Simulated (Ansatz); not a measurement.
# Heat carried by phonons in ZnSe (Stilleite, F-43m)

Wanted: κ(T), lifetimes and mean free paths for ZnSe (Stilleite).

Experimental results on record:
- thermal conductivity 19 W/m/K near room temperature (given in “Combining the AFLOW GIBBS and Elastic Libraries to efficiently and robustly screen thermo-mechanical properties of solids”, 2017, arXiv:1611.05714)

Method: DFT LDA, scalar-relativistic, plane waves, PAW; PAW set soft_1, in Ansatz 0.2.0.

## (1) The starting structure

It takes space group F-43m (No. 216, cubic). Conventional cell: a = 5.668 Å, b = 5.668 Å, c = 5.668 Å, α = 90.00°, β = 90.00°, γ = 90.00°. Zn has 4 Se at 2.45 Å nearest. Nearest to Se lie 4 Zn at 2.45 Å. Farther neighbours and most contacts between anions are not listed.

As a file:

```cif
data_structure
_symmetry_space_group_name_H-M 'P 1'
_symmetry_Int_Tables_number 1
_cell_length_a 4.0076
_cell_length_b 4.0076
_cell_length_c 4.0076
_cell_angle_alpha 60.000
_cell_angle_beta 60.000
_cell_angle_gamma 60.000
_cell_volume 45.51
loop_
_atom_site_label
_atom_site_type_symbol
_atom_site_fract_x
_atom_site_fract_y
_atom_site_fract_z
_atom_site_occupancy
Zn1 Zn 0.00000 0.00000 0.00000 1
Se2 Se 0.25000 0.25000 0.25000 1
```

## (2) A first coarse run

A cheap single point shows whether the cell is a metal or an insulator and how far it is from rest; that sets the k-mesh and the occupations of what follows.

File input.yaml:

```yaml
crystal:
  lattice:
    - [0.0, 2.8338, 2.8338]
    - [2.8338, 0.0, 2.8338]
    - [2.8338, 2.8338, 0.0]
  atoms:
    - { symbol: Zn, position: [0.0, 0.0, 0.0] }
    - { symbol: Se, position: [0.25, 0.25, 0.25] }
kpoints:
  mp_grid: { grid: [6, 6, 6] }
hamiltonian:
  xc: lda
  pseudopotentials: { kind: paw, azcp: { folder: soft_1 }, xc_functional: pbe }
scf:
  occupations: { method: gaussian, width: 0.1 }
  lower_state_search: "off"
output:
  forces: true
  stress: true
  eigenvalues: true
```

The run is started by

```
$ ansatz run input.yaml --threads 18 --pin off --max-ram 92160MiB --backend cuda --events-out ev --progress --plain --runs-dir out --max-vram 78GiB
```

Numbers of over 12 decimals in the logs are rounded to 6 here.

The log of the run:

```text
Engine: ansatz 0.2.0, aarch64-unknown-linux-gnu
Pseudopotentials: kind: paw
Pseudopotential: Zn, paw, valence charge 12, recommended cutoff 420 eV (normal), soft_1/Zn.paw.azcp
Pseudopotential: Se, paw, valence charge 16, recommended cutoff 420 eV (normal), soft_1/Se.paw.azcp
Functional definition: SPW92
  exchange = slater_x
  correlation = pw_c
device memory: the entry about to start is reckoned to put 0.7 GiB on a device that reports 182.5 GiB free (of which the cap on the GPU budget leaves the run 78.0 GiB)
GPU FFT provider: cuFFT
GPU libraries: cuBLAS 13.8.1, cuFFT 12.4.0, cuSOLVER 12.3.2
GPU matrix products: emulated (plane waves: as basis.precision tells), large ones in fixed point in workspaces of 1.00 GiB
Crystal: 2 atoms, lattice volume = 45.513 Å³
Basis set: ecut = 420 eV, 893 PW (Γ)
Bands: 18, of which v1, the nominal top of the filled ones, is band 14 counted from 1 (13 counted from 0)
Symmetry: 24 space group operations
Space group: F-43m (ITA 216), of the structure as read, at distance tolerance 3.6e-5 Å
k-points: 16 of 216 (time reversal used)
Non-local potential: Zn, projectors of the file, l = 0: 2, l = 1: 2, l = 2: 3, l = 3: 1
Non-local potential: Se, projectors of the file, l = 0: 2, l = 1: 2, l = 2: 3, l = 3: 1
PAW form: soft (Blöchl's): semilocal exchange-correlation on the pseudo side does not see the compensation charge
PAW frozen core: Zn, regenerated for the run's functional, and the local potential with it (the file was generated under x = pbe(κ = 0.804, μ = 0.219515), c = pbe(β = 0.066725))
PAW frozen core: Se, regenerated for the run's functional, and the local potential with it (the file was generated under x = pbe(κ = 0.804, μ = 0.219515), c = pbe(β = 0.066725))
PAW one-centre angular grid: Zn, 590 points (default); XC on 64 Gauss nodes
PAW one-centre angular grid: Se, 590 points (default); XC on 64 Gauss nodes
Initial density: superposition of atomic densities (chi_scale 0.1, normalization cell, long waves kept (reshape's long-wave potential 0.00 eV rms))
Initial wavefunctions: pseudopotential atomic-orbital guess
GPU buffer pool allocated for 19683 grid points (all kernels)
GPU transforms: local potential and band sums: pruned to the plane-wave sphere, on 25×27×27
Functional: x = slater, c = lda
SCF iter   1: F=—  HF=-8631.186185 eV  |F-HF|=—  |Δ(HF+E_count)|=         —  Δρ=5.91e-2  dr2=1.02e0  ethr=3.10e-3  ⟨swp⟩=5.6  Hψ=1587  notcnv=0
preconditioner: auto → none  [insulator: Δε(μ)=0.970 eV  Ē_g=12.766 eV  σ=0.100 eV  W_gap=1.00  n_scr=14 (ndim 8)  ℏωp=23.4 eV  f_vac=0.060  D(μ)=0.00/eV (n_scr^D=0)  ε∞_Penn≈4.3]
SCF iter   2: F=—  HF=-8630.925208 eV  |F-HF|=—  |Δ(HF+E_count)|=   2.61e-1  Δρ=2.61e-2  dr2=1.98e-1  ethr=3.10e-3  ⟨swp⟩=3.0  Hψ=665  notcnv=0
SCF iter   3: F=—  HF=-8630.835457 eV  |F-HF|=—  |Δ(HF+E_count)|=   8.98e-2  Δρ=1.14e-2  dr2=3.08e-2  ethr=7.06e-4  ⟨swp⟩=2.1  Hψ=609  notcnv=0
SCF iter   4: F=—  HF=-8630.827561 eV  |F-HF|=—  |Δ(HF+E_count)|=   7.90e-3  Δρ=2.78e-3  dr2=1.95e-3  ethr=1.10e-4  ⟨swp⟩=2.0  Hψ=607  notcnv=0
SCF iter   5: F=—  HF=-8630.827815 eV  |F-HF|=—  |Δ(HF+E_count)|=   2.54e-4  Δρ=1.04e-3  dr2=3.26e-4  ethr=6.95e-6  ⟨swp⟩=2.0  Hψ=475  notcnv=0
SCF iter   6: F=—  HF=-8630.827911 eV  |F-HF|=—  |Δ(HF+E_count)|=   9.60e-5  Δρ=5.21e-5  dr2=9.44e-7  ethr=1.17e-6  ⟨swp⟩=2.8  Hψ=506  notcnv=0
SCF iter   7: F=—  HF=-8630.827929 eV  |F-HF|=—  |Δ(HF+E_count)|=   1.86e-5  Δρ=2.10e-5  dr2=1.74e-7  ethr=3.57e-10  ⟨swp⟩=7.1  Hψ=1816  notcnv=0
SCF iter   8: F=-8630.827929 eV  HF=-8630.827929 eV  |F-HF|=6.99e-9  |Δ(HF+E_count)|=   6.52e-8  Δρ=6.56e-6  dr2=1.01e-8  ethr=3.57e-10  ⟨swp⟩=5.4  Hψ=1341  notcnv=0
SCF 1 converged in 8 iterations: F = -8630.827929 eV  dr2 = 1.01e-8
  greatest PAW one-centre occupation: 1.000 electrons in one spin orbital (limit 2), on the Se atom at site 1 (counted from 0), in its partial waves of l = 2
SCF converged after 8 iterations
Free energy (F): -8630.827929 eV
Harris-Foulkes:  -8630.827929 eV  (|F-HF|=6.99e-9)
Internal energy: -8630.827929 eV  (E = F + TS)
E sigma→0 (E₀):  -8630.827929 eV
Fermi energy:    6.738807 eV
--- Per-component energies (eV) ---
  E_band       = -400.729051
  E_kinetic    = 259.084132
  E_local      = -4849.670624  (includes V_loc(G=0)·N_el)
  E_nonlocal   = 472.096634
  E_hartree    = 2238.487581
  E_xc         = -162.341328
  E_vxc        = -141.997820  (∫ρ·V_xc dr)
  E_paw        = -3871.315315  (= ΣΔE_a)
  E_vpaw       = -617.220267  (= ΣTr[D̂ρ^β])
  E_aug_tail   = -0.000667  (compensation charges beyond the density's cutoff)
  E_ewald      = -2720.942845
  E_core_change = 3.774503  (= ΣΔE_core)
  E_smearing   = -0.000000  (= −TS)
  E_closure    = 0.000000  (closes the sum)
  Σ components = -8630.827929   (vs F -8630.827929, Δ=0.00e0)
--- Forces (eV/Å), atoms counted from 1 ---
  atom   1  Zn     0.00000000    -0.00000000     0.00000000
  atom   2  Se    -0.00000000     0.00000000     0.00000000
  max |Σ_I F_I| component: 1.90e-16 eV/Å
--- Stress (GPa, compression-positive) ---
       -3.378360      -0.000000      -0.000000
       -0.000000      -3.378360       0.000000
       -0.000000       0.000000      -3.378360
  P = ⅓ Tr σ = -3.3784 GPa (-33.784 kbar)
--- Band table (eV; the first three rows and the last of 16) ---
  k-point 0: bands = [... 10 lower, -0.0824, 6.2204, 6.2204, 6.2204, 7.2467, 11.9309, 11.9309, 11.9309]
  k-point 1: bands = [... 10 lower, -0.0842, 4.2441, 5.9650, 5.9650, 8.5734, 11.9525, 12.3340, 12.3340]
  k-point 2: bands = [... 10 lower, -0.0762, 2.0888, 5.5343, 5.5343, 8.7068, 12.6086, 12.6086, 13.5928]
  k-point 15: bands = [... 10 lower, 0.1891, 1.4451, 3.5624, 3.6354, 10.5360, 10.9037, 14.3338, 14.6703]
```

It took 0.76 s on 1 × NVIDIA GB200 with 18 threads of Arm Neoverse V2, shared host; peak memory 1.1 GiB.

Reading the cycles: dr2 is the Hartree energy of the density residual (eV), the measure of convergence; HF is the Harris–Foulkes estimate of the energy, which meets the free energy F at convergence.

This step gave:

- pressure: -3.378 GPa
- gap on the k-mesh: 1.026 eV
- volume per atom: 22.76 Å³/atom

The start is under -3.4 GPa at this level and looks like an insulator or semiconductor on this mesh.

## (3) Finding the static equilibrium

The vibrations must be taken about the equilibrium of this functional, not about the starting cell, so the structure is relaxed.

input.yaml, the sections that differ from step 2:

```yaml
kpoints:
  mp_grid: { grid: [8, 8, 8] }
scf:
  occupations: { method: gaussian, width: 0.02 }
  lower_state_search: "off"
relax:
  adjacent_minimum: "off"
  f_tol: 0.005
  max_steps: 80
  cell: { stress_tol: 0.05 }
# crystal, hamiltonian, output: as in step 2
```

The log of the run:

```text
[...]
Crystal: 2 atoms, lattice volume = 45.513 Å³
Basis set: ecut = 420 eV, 893 PW (Γ)
Bands: 18, of which v1, the nominal top of the filled ones, is band 14 counted from 1 (13 counted from 0)
Symmetry: 24 space group operations
[...]
k-points: 29 of 512 (time reversal used)
[...]
SCF iter   1: F=—  HF=-8631.193075 eV  |F-HF|=—  |Δ(HF+E_count)|=         —  Δρ=5.91e-2  dr2=1.03e0  ethr=3.10e-3  ⟨swp⟩=6.0  Hψ=2830  notcnv=0
[...]
SCF iter   2: F=—  HF=-8630.931902 eV  |F-HF|=—  |Δ(HF+E_count)|=   2.61e-1  Δρ=2.61e-2  dr2=1.99e-1  ethr=3.10e-3  ⟨swp⟩=3.0  Hψ=1208  notcnv=0
[...]
SCF iter   8: F=-8630.834059 eV  HF=-8630.834059 eV  |F-HF|=8.42e-9  |Δ(HF+E_count)|=   7.49e-8  Δρ=7.10e-6  dr2=1.20e-8  ethr=3.57e-10  ⟨swp⟩=5.6  Hψ=2368  notcnv=0
SCF 1 converged in 8 iterations: F = -8630.834059 eV  dr2 = 1.20e-8
[...]
relax step   1: F+E_penalty+E_count = -8630.83405861 eV  Δ(F+E_penalty+E_count) = +0.000e0 eV  max|allowed force component| = 1.180e-16 eV/Å  Δτ_max = 0.0000 Å  P = -3.400 GPa  Ω = 45.513 Å³  (8 SCF iters, dr2 threshold 1.00e-7 eV, accepted)
[...]
Crystal: 2 atoms, lattice volume = 43.678 Å³
Basis set: ecut = 420 eV, 869 PW (Γ)
[...]
iter 1 solved again at ethr=3.73e-6 eV; its pass at ethr=3.10e-3 eV (dr2=1.04e-3 eV) is discarded
[...]
SCF iter   2: F=—  HF=-8630.859507 eV  |F-HF|=—  |Δ(HF+E_count)|=   2.98e-4  Δρ=7.18e-4  dr2=1.57e-4  ethr=3.67e-6  ⟨swp⟩=2.8  Hψ=853  notcnv=0
[...]
SCF iter   5: F=-8630.859497 eV  HF=-8630.859497 eV  |F-HF|=6.12e-9  |Δ(HF+E_count)|=   6.86e-8  Δρ=1.07e-5  dr2=3.64e-8  ethr=7.14e-10  ⟨swp⟩=6.2  Hψ=2499  notcnv=0
SCF 2 converged in 5 iterations: F = -8630.859497 eV  dr2 = 3.64e-8
relax step   2: F+E_penalty+E_count = -8630.85949726 eV  Δ(F+E_penalty+E_count) = -2.544e-2 eV  max|allowed force component| = 3.498e-17 eV/Å  Δτ_max = 0.0000 Å  P = -0.866 GPa  Ω = 43.678 Å³  energy of the carried Pulay correction = +4.408e-4 eV  (5 SCF iters, dr2 threshold 2.00e-7 eV, accepted)
[...]
Crystal: 2 atoms, lattice volume = 43.085 Å³
[...]
SCF iter   4: F=-8630.861102 eV  HF=-8630.861102 eV  |F-HF|=4.86e-8  |Δ(HF+E_count)|=   2.78e-6  Δρ=2.66e-5  dr2=1.62e-7  ethr=7.14e-10  ⟨swp⟩=4.3  Hψ=2985  notcnv=0
SCF 3 converged in 4 iterations: F = -8630.861102 eV  dr2 = 1.62e-7
relax step   3: F+E_penalty+E_count = -8630.86110184 eV  Δ(F+E_penalty+E_count) = -1.605e-3 eV  max|allowed force component| = 2.111e-17 eV/Å  Δτ_max = 0.0000 Å  P = +0.091 GPa  Ω = 43.085 Å³  energy of the carried Pulay correction = +5.874e-4 eV  (4 SCF iters, dr2 threshold 2.00e-7 eV, accepted)
[...]
relax step   4: F+E_penalty+E_count = -8630.86110360 eV  Δ(F+E_penalty+E_count) = -1.760e-6 eV  max|allowed force component| = 2.978e-17 eV/Å  Δτ_max = 0.0000 Å  P = -0.002 GPa  Ω = 43.141 Å³  energy of the carried Pulay correction = +5.735e-4 eV  (4 SCF iters, dr2 threshold 2.07e-8 eV, accepted)
[...]
SCF iter   1: F=—  HF=-8630.860446 eV  |F-HF|=—  |Δ(HF+E_count)|=         —  Δρ=9.13e-5  dr2=1.14e-6  ethr=9.48e-8  ⟨swp⟩=3.5  Hψ=4525  notcnv=0
[...]
SCF iter   2: F=—  HF=-8630.860506 eV  |F-HF|=—  |Δ(HF+E_count)|=   5.93e-5  Δρ=1.08e-4  dr2=2.14e-6  ethr=4.08e-9  ⟨swp⟩=2.0  Hψ=916  notcnv=0
[...]
SCF iter   6: F=-8630.860505 eV  HF=-8630.860505 eV  |F-HF|=1.82e-12  |Δ(HF+E_count)|=  5.09e-11  Δρ=1.39e-7  dr2=4.17e-12  ethr=1.00e-12  ⟨swp⟩=4.7  Hψ=2734  notcnv=0
SCF 5 converged in 6 iterations: F = -8630.860505 eV  dr2 = 4.17e-12
relax step   5: F+E_penalty+E_count = -8630.86050545 eV  Δ(F+E_penalty+E_count) = +5.982e-4 eV  max|allowed force component| = 2.920e-17 eV/Å  Δτ_max = 0.0000 Å  P = -0.001 GPa  Ω = 43.141 Å³  stress off target by 1.33e-3 GPa  SCF on the basis re-selected at this cell (its energy is not comparable with the rows above)  (6 SCF iters)
basis re-selected at this cell: Δ(F+E_penalty+E_count) = +5.982e-4 eV, ΔP = +0.000 GPa vs the last step (what re-selecting the basis moved, of the pressure what is left beyond the Pulay correction that the steps carried, after the strain that the cell walked since its last selection, with what the two solves' SCF thresholds leave and, on support functions, any second-order correction that the steps lacked; it is no m [...]
SCF converged after 6 iterations
Free energy (F): -8630.860505 eV
[...]
Internal energy: -8630.860505 eV  (E = F + TS)
E sigma→0 (E₀):  -8630.860505 eV
Fermi energy:    7.581287 eV
[...]
--- Stress (GPa, compression-positive) ---
       -0.001332      -0.000000      -0.000000
       -0.000000      -0.001332       0.000000
       -0.000000       0.000000      -0.001332
  P = ⅓ Tr σ = -0.0013 GPa (-0.013 kbar)
--- Band table (eV; the first three rows and the last of 29) ---
  k-point 0: bands = [... 10 lower, 0.5018, 6.9580, 6.9580, 6.9580, 8.2043, 12.6540, 12.6540, 12.6540]
  k-point 1: bands = [... 10 lower, 0.5000, 5.5432, 6.7882, 6.7882, 9.2300, 12.6069, 12.9272, 12.9272]
  k-point 2: bands = [... 10 lower, 0.5015, 3.7030, 6.4295, 6.4295, 9.6493, 13.3241, 13.3241, 13.5120]
  k-point 28: bands = [... 10 lower, 0.8476, 1.9407, 3.9332, 4.0000, 12.3062, 12.6439, 13.8860, 14.5191]
--- Relaxed structure (4 steps of the walk, 4 accepted, 1 SCFs on fresh bases) ---
  F+E_penalty+E_count = -8630.86050545 eV   max|allowed force component| = 2.920e-17 eV/Å   (the final SCF, on the basis selected at the relaxed cell)
  cell:  # Å, volume = 43.1406 Å³
    - [0, 2.783676, 2.783676]
    - [2.783676, 0, 2.783676]
    - [2.783676, 2.783676, 0]
  atoms:
    - { symbol: Zn, position: [0, 0, 0] }
    - { symbol: Se, position: [0.25, 0.25, 0.25] }
```

Elapsed: 2.8 s, on 1 × NVIDIA GB200 with 18 threads; peak memory 1.1 GiB; 5.3 s of CPU time.

Step by step:

| step | energy less that of the first step (eV) | largest force component (eV/Å) | pressure (GPa) | volume (Å³) |
| --- | --- | --- | --- | --- |
| 1 | 0.0000 | 0.0000 | -3.40 | 45.51 |
| 2 | -0.0254 | 0.0000 | -0.87 | 43.68 |
| 3 | -0.0270 | 0.0000 | 0.09 | 43.08 |
| 4 | -0.0270 | 0.0000 | 0.00 | 43.14 |
| 5* | -0.0264 | 0.0000 | 0.00 | 43.14 |

Relaxation steps marked * repeat the geometry before them on a plane-wave basis chosen anew for their cell, so energy and pressure can jump there.

The run keeps the 24 symmetry operations that it works with, so distortions that break them were not tested.

| conventional cell, symmetrised | before | after | change |
| --- | --- | --- | --- |
| a (Å) | 5.668 | 5.567 | -1.8 % |
| b (Å) | 5.668 | 5.567 | -1.8 % |
| c (Å) | 5.668 | 5.567 | -1.8 % |
| volume (Å³/atom) | 22.76 | 21.57 | -5.2 % |

The relaxed structure:

```cif
data_structure
_symmetry_space_group_name_H-M 'P 1'
_symmetry_Int_Tables_number 1
_cell_length_a 3.9367
_cell_length_b 3.9367
_cell_length_c 3.9367
_cell_angle_alpha 60.000
_cell_angle_beta 60.000
_cell_angle_gamma 60.000
_cell_volume 43.14
loop_
_atom_site_label
_atom_site_type_symbol
_atom_site_fract_x
_atom_site_fract_y
_atom_site_fract_z
_atom_site_occupancy
Zn1 Zn 0.00000 0.00000 0.00000 1
Se2 Se 0.25000 0.25000 0.25000 1
```

Numbers from this step:

```yaml
pressure: -0.001332 GPa
gap_on_the_k_mesh: 1.246 eV
volume_per_atom: 21.57 Å³/atom
```

The relaxation ends with a pressure of 0.00 GPa.

## (4) Tight relaxation

The relaxation is repeated with tighter thresholds on force and stress, since phonons are sensitive to what is left; a change of mesh or smearing in the input moves the cell too.

input.yaml, the sections that differ from step 3:

```yaml
crystal:
  lattice:
    - [0.0, 2.7836755404, 2.7836755404]
    - [2.7836755404, 0.0, 2.7836755404]
    - [2.7836755404, 2.7836755404, 0.0]
  atoms:
    - { symbol: Zn, position: [0.0, 0.0, 0.0] }
    - { symbol: Se, position: [0.25, 0.25, 0.25] }
kpoints:
  mp_grid: { grid: [9, 9, 9] }
scf:
  occupations: { method: fixed }
  lower_state_search: "off"
relax:
  adjacent_minimum: "off"
  f_tol: 0.001
  max_steps: 60
  cell: { stress_tol: 0.01 }
# hamiltonian, output: as in step 3
```

The log of the run:

```text
[...]
GPU FFT provider: cuFFT
GPU libraries: cuBLAS 13.8.1, cuFFT 12.4.0, cuSOLVER 12.3.2
[...]
Crystal: 2 atoms, lattice volume = 43.141 Å³
Basis set: ecut = 420 eV, 869 PW (Γ)
Bands: 18, of which v1, the nominal top of the filled ones, is band 14 counted from 1 (13 counted from 0)
Symmetry: 24 space group operations
[...]
k-point 34: bands = [... 10 lower, 0.8096, 1.9697, 3.7866, 4.3500, 12.1194, 12.4612, 13.6598, 15.3368]
--- Relaxed structure (1 steps of the walk, 1 accepted, 1 SCFs on fresh bases) ---
[...]
cell:  # Å, volume = 43.1406 Å³
    - [0.0, 2.7836755404, 2.7836755404]
    - [2.7836755404, 0.0, 2.7836755404]
    - [2.7836755404, 2.7836755404, 0.0]
  atoms:
    - { symbol: Zn, position: [0.0, 0.0, 0.0] }
    - { symbol: Se, position: [0.25, 0.25, 0.25] }
[key lines of the parts left out:]
SCF converged after 6 iterations
Free energy (F): -8630.861102 eV
Fermi energy:    6.957499 eV
P = ⅓ Tr σ = -0.0024 GPa (-0.024 kbar)
```

The job ended after 1.7 s (1 × NVIDIA GB200 with 18 threads; peak memory 1.1 GiB; 2.9 s of CPU time).

Little changed from the start: no atom moved by 0.005 Å and no cell edge by 0.1 %.

This step gave:

- pressure: -0.002393 GPa
- gap on the k-mesh: 1.247 eV

The residual pressure is -0.0024 GPa, small enough for phonons.

(Part 1 of 3 ends here.)

[Logs are printed without paths, hosts, clocks, repeated set-up lines and the standing remarks that a program may print on its own settings, such as how far it seeks lower states.]

[Hosts, paths, dates, database ids (printed as entryN), source tags and the programs' standing remarks are cut or masked in the printed files.]

[A step with changed settings may run another functional than the one named; its input shows which.]
